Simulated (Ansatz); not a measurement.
# Pd wire along [111], 6 atoms a period: bands by functional and under strain, part 3 of 4

Aim: is the Pd wire along [111], 6 atoms a period a metal or a semiconductor?

Ansatz 0.2.0; DFT PBE, plane waves, PAW; relaxation of a wire's period (the session's first sound run).

So far. Step 6 (Another level of theory, level r2SCAN, cutoff 500 eV): Bands cross the Fermi level, as under PBE at the relaxed period, with an absolute moment of 2.96 μB a cell. Step 7 (Another level of theory, level PBE, no spin, cutoff 420 …): Bands cross the Fermi level, as under PBE at the relaxed period.

### 8. With spin-orbit coupling

This step: DFT PBE, plane waves, fully relativistic PAW; bands of a perfect wire with spin-orbit coupling (Ansatz 0.2.0).

Spin-orbit coupling mixes the spins and splits bands that cross or touch without it, so it can open or close channels. Fully relativistic datasets take the place of the scalar ones. Against the first PBE run of this kind, the mesh along the wire has 9 points against 13.

input.yaml

```yaml
crystal:
  lattice:
    - [9.586, 0.0, 0.0]
    - [0.0, 10.017, 0.0]
    - [0.0, 0.0, 6.2128532732]
  atoms:
    - { symbol: Pd, position: [0.352406824, 0.499999827, 0.0], spin: 0.14, spin_axis: [0.0, 0.0, 1.0] }
    - { symbol: Pd, position: [0.620728817, 0.499999827, 0.0], spin: 0.13, spin_axis: [0.0, 0.0, 1.0] }
    - { symbol: Pd, position: [0.479603147, 0.417061281, 0.339703215], spin: 0.18, spin_axis: [0.0, 0.0, 1.0] }
    - { symbol: Pd, position: [0.679145268, 0.601985894, 0.370026852], spin: 0.23, spin_axis: [0.0, 0.0, 1.0] }
    - { symbol: Pd, position: [0.479603147, 0.582938373, 0.660296785], spin: 0.18, spin_axis: [0.0, 0.0, 1.0] }
    - { symbol: Pd, position: [0.679145268, 0.39801376, 0.629973148], spin: 0.23, spin_axis: [0.0, 0.0, 1.0] }
kpoints:
  mp_grid: { grid: [1, 1, 9] }
  band_path: { path: ["Γ", Z], npoints: 50 }
scf:
  occupations: { method: fermi_dirac, width: 0.05 }
hamiltonian:
  xc: pbe
  pseudopotentials: { kind: paw_fr }
magnetization:
  noncollinear: true
  spin_orbit: true
```

Run with:

```bash
$ ansatz run input.yaml --threads 8 --pin off --max-ram 16384MiB --backend cpu --events-out ev --progress --plain --runs-dir out
```

Numbers of over 12 decimals in the logs are rounded to 6 here.

Output:

```text
[...]
Crystal: 6 atoms, lattice volume = 596.577 Å³
Basis set: ecut = 420 eV, 11669 PW (Γ)
Bands: 130, of which v1, the nominal top of the filled ones, is band 108 counted from 1 (107 counted from 0)
Symmetry: 1 space group operations + 1 with time reversal
[...]
k-points: 9
Projection manifold: j_resolved (fully-relativistic pseudo-atomic orbitals)
[...]
Starting moments: Σ|m| = 1.09 μB on 6 of 6 sites
[...]
SCF iter   1: F=—  HF=-41844.812814 eV  |F-HF|=—  |Δ(HF+E_count)|=         —  Δρ=5.74e-2  dr2=2.32e1  dr2_m=2.54e-2  ethr=3.10e-3  |M|=9.20e-1 ∫|m|=9.51e-1 μB  |m|>n=5.9e-3 m-floor=5.9e-3 τ_xc=0.0e0 mc-row=5.9e-3  β_m=0.30  ⟨swp⟩=12.7  Hψ=7738  notcnv=0  defer=20
[...]
SCF iter  16: F=—  HF=-41840.253586 eV  |F-HF|=—  |Δ(HF+E_count)|=   1.05e-4  Δρ=2.24e-4  dr2=1.27e-4  dr2_m=1.21e-4  ethr=1.13e-8  |M|=8.38e-1 ∫|m|=9.17e-1 μB  |m|>n=0.0e0 m-floor=0.0e0 τ_xc=1.8e-3 mc-row=0.0e0 uncertified=24  β_m=0.30  ⟨swp⟩=2.0  Hψ=1882  notcnv=0  defer=102
[...]
spin-set hold released at iteration 16 (site moments' squared step at or under half its running peak, from the soft ceiling on): the magnetisation degrees of freedom join the quasi-Newton model from the next iteration; the mixer history was flushed
SCF iter  17: F=—  HF=-41840.253774 eV  |F-HF|=—  |Δ(HF+E_count)|=   1.88e-4  Δρ=3.26e-4  dr2=1.50e-3  dr2_m=9.49e-5  ethr=1.13e-8  |M|=8.41e-1 ∫|m|=9.21e-1 μB  |m|>n=0.0e0 m-floor=0.0e0 τ_xc=1.9e-3 mc-row=0.0e0 uncertified=12  β_m=0.17  ⟨swp⟩=3.1  Hψ=2164  notcnv=0  defer=102  recentre
[...]
SCF iter  45: F=-41840.254368 eV  HF=-41840.254368 eV  |F-HF|=1.47e-8  |Δ(HF+E_count)|=  9.97e-10  Δρ=9.61e-7  dr2=1.54e-8  dr2_m=3.08e-10  ethr=1.00e-12  |M|=1.06e0 ∫|m|=1.17e0 μB  |m|>n=0.0e0 m-floor=0.0e0 τ_xc=3.7e-3 mc-row=0.0e0  ⟨swp⟩=3.0  Hψ=2678  notcnv=0
SCF 1 converged in 45 iterations: F = -41840.254368 eV  dr2 = 1.54e-8
[...]
SCF converged after 45 iterations
Magnetization: |M| = 1.0555 μB,  M = (-0.0000, -0.3152, +1.0073) μB
Absolute magnetization: 1.1681 μB (∫|m|, with the PAW one-centre terms)
Moment direction: turned by 0.2467 rad
  site 0: m = (-0.0000, -0.0349, +0.1170) μB, |m| = 0.1221 μB  (R = 1.06 Å)
  site 1: m = (+0.0000, -0.0520, +0.1166) μB, |m| = 0.1277 μB  (R = 1.06 Å)
  site 2: m = (+0.0190, -0.0505, +0.1599) μB, |m| = 0.1688 μB  (R = 1.06 Å)
  site 3: m = (+0.0016, -0.0588, +0.2039) μB, |m| = 0.2123 μB  (R = 1.06 Å)
  site 4: m = (-0.0190, -0.0505, +0.1599) μB, |m| = 0.1688 μB  (R = 1.06 Å)
  site 5: m = (-0.0016, -0.0588, +0.2039) μB, |m| = 0.2123 μB  (R = 1.06 Å)
Free energy (F): -41840.254368 eV
[...]
Internal energy: -41840.147756 eV  (E = F + TS)
E sigma→0 (E₀):  -41840.201062 eV
Entropy (-TS):   -0.106612 eV (-17.769 meV/atom)
Fermi energy:    -0.873785 eV
[...]
--- Band table (eV; the first three rows and the last of 9) ---
  k-point 0: bands = [... 104 lower, -1.0738, -1.0483, -1.0281, -0.9384, -0.8960, -0.8633, -0.3653, -0.2866, ... 18 higher]
  k-point 1: bands = [... 104 lower, -1.1209, -1.0386, -1.0122, -0.9318, -0.9178, -0.8032, -0.3423, -0.2621, ... 18 higher]
  k-point 2: bands = [... 104 lower, -1.1292, -1.0376, -0.9848, -0.9230, -0.8787, -0.7276, -0.3631, -0.2579, ... 18 higher]
  k-point 8: bands = [... 104 lower, -1.0878, -1.0698, -0.9910, -0.9705, -0.8720, -0.8163, -0.3407, -0.2638, ... 18 higher]
```

Elapsed: 72 s, on 8 threads of AMD EPYC 9R45, shared host; peak memory 8 GiB; 9.4 min of CPU time.

Numbers from this step:

| Item | Value |
| --- | --- |
| energy at zero smearing | -41840.2011 eV |
| total moment | 1.056 μB |
| absolute moment | 1.168 μB |

The electronic bands at the labelled points (eV, zero at the Fermi level):

```csv
point,band 105,band 106,band 107,band 108,band 109,band 110,band 111,band 112
Γ,-0.20,-0.17,-0.15,-0.06,-0.02,0.01,0.51,0.59
halfway,-0.25,-0.17,-0.11,-0.04,0.01,0.16,0.45,0.57
Z,-0.24,-0.16,-0.08,0.01,0.07,0.14,0.16,0.29
```

Bands cross the Fermi level, as under PBE at the relaxed period, with an absolute moment of 1.17 μB a cell.

### 9. At a strained period, period over the relaxed period 1.1, k-mesh 1×1×9

This step: DFT PBE, plane waves, PAW; relaxation at a fixed period (Ansatz 0.2.0).

The period is set to 1.1 times the relaxed one and the atoms relax within it: strain changes bond lengths and angles, which shifts the bands against each other. Against the first PBE run of this kind, the mesh along the wire has 9 points against 13.

input.yaml

```yaml
crystal:
  lattice:
    - [9.586, 0.0, 0.0]
    - [0.0, 10.017, 0.0]
    - [0.0, 0.0, 6.8341386005]
  atoms:
    - { symbol: Pd, position: [0.352406824, 0.499999827, 0.0], spin: 0.14 }
    - { symbol: Pd, position: [0.620728817, 0.499999827, 0.0], spin: 0.13 }
    - { symbol: Pd, position: [0.479603147, 0.417061281, 0.339703215], spin: 0.18 }
    - { symbol: Pd, position: [0.679145268, 0.601985894, 0.370026852], spin: 0.23 }
    - { symbol: Pd, position: [0.479603147, 0.582938373, 0.660296785], spin: 0.18 }
    - { symbol: Pd, position: [0.679145268, 0.39801376, 0.629973148], spin: 0.23 }
magnetization:
  spin_polarized: true
kpoints:
  mp_grid: { grid: [1, 1, 9] }
  band_path: { path: ["Γ", Z], npoints: 50 }
scf:
  occupations: { method: fermi_dirac, width: 0.05 }
hamiltonian:
  xc: pbe
relax:
  max_steps: 40
  f_tol: 0.02
output:
  stress: true
```

Output:

```text
Warning: output.stress: scf.convergence.dr2_threshold = 1e-7 eV (the SCF's general default) is looser than the 6e-10 eV advised for a printed stress (1e-10 eV for each atom of the cell: 6). What an SCF threshold leaves in a stress goes as its square root, and in the free energy as the threshold itself, and one threshold admits the most on a small cell: [figures from the program's tests cut] Every solve of this run an [...]
[...]
Crystal: 6 atoms, lattice volume = 656.234 Å³
Basis set: ecut = 420 eV, 12847 PW (Γ), exchange–correlation on 144×144×96 points (8 copies of the dense FFT grid, shifted against one another)
Bands: 66, of which v1, the nominal top of the filled ones, is band 54 counted from 1 (53 counted from 0)
Symmetry: 2 space group operations
[...]
k-points: 5 of 9
[...]
Starting moments: Σ|m| = 1.09 μB on 6 of 6 sites
[...]
SCF iter   1: F=—  HF=-41831.840595 eV  |F-HF|=—  |Δ(HF+E_count)|=         —  Δρ=2.67e-2 (↑2.67e-2 ↓2.64e-2)  dr2=2.16e1  dr2_m=3.21e-2  M=0.961 μB ∫|m|=1.020 μB  β_m=0.30  ethr=3.10e-3  ⟨swp⟩=6.4  Hψ=2582  notcnv=0  defer=6
[...]
SCF iter  21: F=-41827.383553 eV  HF=-41827.383553 eV  |F-HF|=1.55e-8  |Δ(HF+E_count)|=   5.78e-7  Δρ=6.42e-6 (↑3.51e-6 ↓6.42e-6)  dr2=1.47e-7  dr2_m=1.08e-7  M=2.587 μB ∫|m|=2.830 μB  ethr=3.68e-10  ⟨swp⟩=3.0  Hψ=1532  notcnv=0
SCF 1 converged in 21 iterations: F = -41827.383553 eV  dr2 = 1.47e-7
[...]
relax step   1: F+E_penalty+E_count = -41827.38355325 eV  Δ(F+E_penalty+E_count) = +0.000e0 eV  max|allowed force component| = 7.863e-1 eV/Å  Δτ_max = 0.0000 Å  (21 SCF iters, dr2 threshold 1.00e-5 eV, accepted)
[...]
SCF iter   1: F=—  HF=-41827.477336 eV  |F-HF|=—  |Δ(HF+E_count)|=         —  Δρ=1.08e-2 (↑4.12e-3 ↓1.08e-2)  dr2=8.28e-1  dr2_m=1.19e-1  M=2.544 μB ∫|m|=2.770 μB  β_m=0.30  ethr=7.76e-4  ⟨swp⟩=1.1  Hψ=2580  notcnv=0  defer=22
[...]
spin=Collinear: Resta preconditioning applied to the charge; magnetization (m = ρ↑ − ρ↓) channel mixes plain (no charge-response kernel on spin).
SCF iter   2: F=—  HF=-41827.427796 eV  |F-HF|=—  |Δ(HF+E_count)|=   4.95e-2  Δρ=7.60e-3 (↑2.84e-3 ↓7.60e-3)  dr2=3.76e-1  dr2_m=6.47e-2  M=2.629 μB ∫|m|=2.851 μB  β_m=0.37  ethr=7.67e-4  ⟨swp⟩=2.4  Hψ=835  notcnv=0  defer=22
[...]
SCF iter   9: F=-41827.434276 eV  HF=-41827.434276 eV  |F-HF|=4.48e-7  |Δ(HF+E_count)|=   1.13e-6  Δρ=8.89e-6 (↑7.23e-6 ↓8.89e-6)  dr2=8.79e-7  dr2_m=2.55e-7  M=2.640 μB ∫|m|=2.860 μB  ethr=3.84e-9  ⟨swp⟩=2.0  Hψ=1788  notcnv=0
SCF 2 converged in 9 iterations: F = -41827.434276 eV  dr2 = 8.79e-7
[...]
relax step   2: F+E_penalty+E_count = -41827.43427550 eV  Δ(F+E_penalty+E_count) = -5.072e-2 eV  max|allowed force component| = 1.035e0 eV/Å  Δτ_max = 0.1818 Å  (9 SCF iters, dr2 threshold 3.86e-5 eV, accepted)
[...]
SCF iter   9: F=-41827.567415 eV  HF=-41827.567416 eV  |F-HF|=1.57e-6  |Δ(HF+E_count)|=   1.59e-7  Δρ=1.21e-5 (↑8.33e-6 ↓1.21e-5)  dr2=2.18e-6  dr2_m=2.78e-7  M=2.668 μB ∫|m|=2.908 μB  ethr=1.65e-8  ⟨swp⟩=1.7  Hψ=1685  notcnv=0
SCF 3 converged in 9 iterations: F = -41827.567415 eV  dr2 = 2.18e-6
relax step   3: F+E_penalty+E_count = -41827.56741461 eV  Δ(F+E_penalty+E_count) = -1.331e-1 eV  max|allowed force component| = 2.018e-1 eV/Å  Δτ_max = 0.2000 Å  (9 SCF iters, dr2 threshold 6.69e-5 eV, accepted)
[...]
relax step   4: F+E_penalty+E_count = -41827.59790197 eV  Δ(F+E_penalty+E_count) = -3.049e-2 eV  max|allowed force component| = 1.008e-1 eV/Å  Δτ_max = 0.1836 Å  (12 SCF iters, dr2 threshold 2.55e-6 eV, accepted)
[...]
relax step   5: F+E_penalty+E_count = -41827.60690877 eV  Δ(F+E_penalty+E_count) = -9.007e-3 eV  max|allowed force component| = 1.211e-2 eV/Å  Δτ_max = 0.0524 Å  (10 SCF iters, dr2 threshold 6.34e-7 eV, accepted)
[...]
SCF iter   3: F=-41827.606909 eV  HF=-41827.606909 eV  |F-HF|=2.40e-9  |Δ(HF+E_count)|=   1.42e-8  Δρ=7.60e-7 (↑4.44e-7 ↓7.60e-7)  dr2=4.59e-9  dr2_m=1.74e-9  M=2.712 μB ∫|m|=2.953 μB  ethr=7.14e-12  ⟨swp⟩=1.1  Hψ=1603  notcnv=0
SCF 6 converged in 3 iterations: F = -41827.606909 eV  dr2 = 4.59e-9
relax step   6: F+E_penalty+E_count = -41827.60690878 eV  Δ(F+E_penalty+E_count) = -1.093e-8 eV  max|allowed force component| = 1.210e-2 eV/Å  Δτ_max = 0.0000 Å  (3 SCF iters, accepted)
[...]
the band table was solved once a step of the walk had ended and its energy, with any forces and stress, was formed, with the checks that follow a solve (3200 applications of the Hamiltonian). They found nothing against the state; the energy, forces and stress were not computed again (output.eigenvalues in the input reference)
[...]
SCF converged after 3 iterations
Magnetization: 2.7124 μB (55.3562 up, 52.6438 down)
Absolute magnetization: 2.9537 μB (∫|ρ↑−ρ↓|, with the PAW one-centre terms)
[...]
Per-site moments (μB) at R_I (Å): [(0.349824, 1.053300), (0.370651, 1.053300), (0.471181, 1.039556), (0.458452, 1.039556), (0.471181, 1.039556), (0.458452, 1.039556)]
Free energy (F): -41827.606909 eV
[...]
Internal energy: -41827.544353 eV  (E = F + TS)
E sigma→0 (E₀):  -41827.575631 eV
Entropy (-TS):   -0.062556 eV (-10.426 meV/atom)
Fermi energy:    -1.300109 eV
[...]
--- Forces (eV/Å), atoms counted from 1 ---
  atom   1  Pd    -0.01209181     0.00000000     0.00000000
  atom   2  Pd     0.00082758    -0.00000000     0.00000000
  atom   3  Pd     0.00726914     0.00144338    -0.00415079
  atom   4  Pd    -0.00162353    -0.00152268     0.00821592
  atom   5  Pd     0.00726914    -0.00144338     0.00415079
  atom   6  Pd    -0.00162353     0.00152268    -0.00821592
  max |Σ_I F_I| component: 2.70e-5 eV/Å
--- Stress (GPa, compression-positive) ---
       -0.030177       0.000000      -0.000000
        0.000000      -0.013477       0.005291
       -0.000000       0.005291      -1.627925
  P = ⅓ Tr σ = -0.5572 GPa (-5.572 kbar)
--- Band table (eV; the first three rows and the last of 10) ---
  k-point 0 ↑: bands = [... 50 lower, -1.8317, -1.7535, -1.7530, -1.6591, -1.5828, -0.7018, 0.0565, 0.2234, ... 8 higher]
  k-point 1 ↑: bands = [... 50 lower, -1.8353, -1.7895, -1.7357, -1.6746, -1.5367, -0.7332, -0.2798, 0.1156, ... 8 higher]
  k-point 2 ↑: bands = [... 50 lower, -1.8292, -1.7967, -1.7446, -1.6569, -1.4723, -1.0532, -0.4196, 0.2456, ... 8 higher]
  k-point 4 ↓: bands = [... 50 lower, -1.6135, -1.5462, -1.2917, -1.1343, -1.0586, -0.9393, 0.1689, 0.5044, ... 8 higher]
--- Relaxed structure (6 steps of the walk, 6 accepted, 0 SCFs on fresh bases) ---
  F+E_penalty+E_count = -41827.60690878 eV   max|allowed force component| = 1.210e-2 eV/Å
  atoms:
    - { symbol: Pd, position: [0.361024, 0.500000, 0.0] }
    - { symbol: Pd, position: [0.627397, 0.500000, 0.0] }
    - { symbol: Pd, position: [0.476776, 0.430532, 0.332117] }
    - { symbol: Pd, position: [0.674329, 0.594822, 0.366905] }
    - { symbol: Pd, position: [0.476776, 0.569468, 0.667883] }
    - { symbol: Pd, position: [0.674329, 0.405178, 0.633095] }
```

Run time: 20 s. Hardware: 8 threads; peak memory 3.3 GiB.

Step by step:

```csv
step,energy less that of the first step (eV),largest force component (eV/Å)
1,0.0000,0.7863
2,-0.0507,1.0346
3,-0.1839,0.2018
4,-0.2143,0.1008
5,-0.2234,0.0121
6,-0.2234,0.0121
```

Forces are held to the 2 operations that the run works with; a distortion that breaks them can't arise in this run.

The atoms that moved most (Å):

```csv
atom,dx,dy,dz,length
Pd3,-0.027,0.135,-0.052,0.147
Pd5,-0.027,-0.135,0.052,0.147
Pd4,-0.046,-0.072,-0.021,0.088
Pd6,-0.046,0.072,0.021,0.088
Pd1,0.083,0.000,0.000,0.083
Pd2,0.064,0.000,0.000,0.064
```

The relaxed structure:

```
Pd
1.0
     9.58600    0.00000    0.00000
     0.00000   10.01700    0.00000
     0.00000    0.00000    6.83414
Pd
6
Direct
  0.36102 0.50000 0.00000
  0.62740 0.50000 0.00000
  0.47678 0.43053 0.33212
  0.67433 0.59482 0.36690
  0.47678 0.56947 0.66788
  0.67433 0.40518 0.63310
```

This step gave:

```yaml
energy_at_zero_smearing: -41827.5756 eV
total_moment: 2.712 μB
absolute_moment: 2.954 μB
```

Site moment by atom:

```csv
atom,site moment (μB)
Pd1,0.350
Pd2,0.371
Pd3,0.471
Pd4,0.458
Pd5,0.471
Pd6,0.458
```

Bands cross the Fermi level, as under PBE at the relaxed period, with an absolute moment of 2.95 μB a cell.

### 10. Strain along the wire, period over the relaxed period 1.03, k-mesh 1×1×10

The period is set to 1.03 times the relaxed one and the atoms relax within it: strain changes bond lengths and angles, which shifts the bands against each other. Against the first PBE run of this kind, the mesh along the wire has 10 points against 13.

The cell differs from the one that the last finished run ended in (c 6.834 → 6.399 Å).

Edit input.yaml of step 9 so:

```diff
@@ -4,3 +4,3 @@
     - [0.0, 10.017, 0.0]
-    - [0.0, 0.0, 6.8341386005]
+    - [0.0, 0.0, 6.3992388714]
   atoms:
@@ -15,3 +15,3 @@
 kpoints:
-  mp_grid: { grid: [1, 1, 9] }
+  mp_grid: { grid: [1, 1, 10] }
   band_path: { path: ["Γ", Z], npoints: 50 }
```

Output:

```text
[...]
Crystal: 6 atoms, lattice volume = 614.474 Å³
Basis set: ecut = 420 eV, 12005 PW (Γ), exchange–correlation on 144×144×90 points (8 copies of the dense FFT grid, shifted against one another)
Bands: 66, of which v1, the nominal top of the filled ones, is band 54 counted from 1 (53 counted from 0)
[...]
atoms:
    - { symbol: Pd, position: [0.354242, 0.499999827, 0] }
    - { symbol: Pd, position: [0.624323, 0.499999827, 0] }
    - { symbol: Pd, position: [0.480469, 0.422263, 0.335016] }
    - { symbol: Pd, position: [0.675564, 0.600353, 0.368270] }
    - { symbol: Pd, position: [0.480469, 0.577737, 0.664984] }
    - { symbol: Pd, position: [0.675564, 0.399646, 0.631730] }
[key lines of the parts left out:]
SCF converged after 10 iterations
Magnetization: 2.2615 μB (55.1307 up, 52.8693 down)
Free energy (F): -41827.861088 eV
Fermi energy:    -0.980155 eV
P = ⅓ Tr σ = -0.1181 GPa (-1.181 kbar)
```

The job ended after 17 s (8 threads; peak memory 3.2 GiB).

Step by step:

```csv
step,energy less that of the first step (eV),largest force component (eV/Å)
1,0.0000,0.3237
2,-0.0346,0.1732
3,-0.0396,0.0442
4,-0.0398,0.0058
```

Forces are held to the 2 operations that the run works with; a distortion that breaks them can't arise in this run.

The atoms that moved most (Å):

```csv
atom,dx,dy,dz,length
Pd3,0.008,0.052,-0.030,0.061
Pd5,0.008,-0.052,0.030,0.061
Pd4,-0.034,-0.016,-0.011,0.040
Pd6,-0.034,0.016,0.011,0.040
Pd2,0.034,0.000,0.000,0.034
Pd1,0.018,0.000,0.000,0.018
```

The relaxed structure:

```xyz
6
Lattice="9.5860 0.0000 0.0000 0.0000 10.0170 0.0000 0.0000 0.0000 6.3992" Properties=species:S:1:pos:R:3
Pd    3.3958    5.0085    0.0000
Pd    5.9848    5.0085    0.0000
Pd    4.6058    4.2298    2.1438
Pd    6.4760    6.0137    2.3566
Pd    4.6058    5.7872    4.2554
Pd    6.4760    4.0033    4.0426
```

Numbers from this step:

* energy at zero smearing: -41827.8152 eV
* total moment: 2.261 μB
* absolute moment: 2.456 μB

Bands cross the Fermi level, as under PBE at the relaxed period, with an absolute moment of 2.46 μB a cell.

(Part 3 of 4 ends here.)

[Logs are printed without paths, hosts, clocks, repeated set-up lines and the standing remarks that a program may print on its own settings, such as how far it seeks lower states.]

[Hosts, paths, dates, database ids (printed as entryN), source tags and the programs' standing remarks are cut or masked in the printed files.]
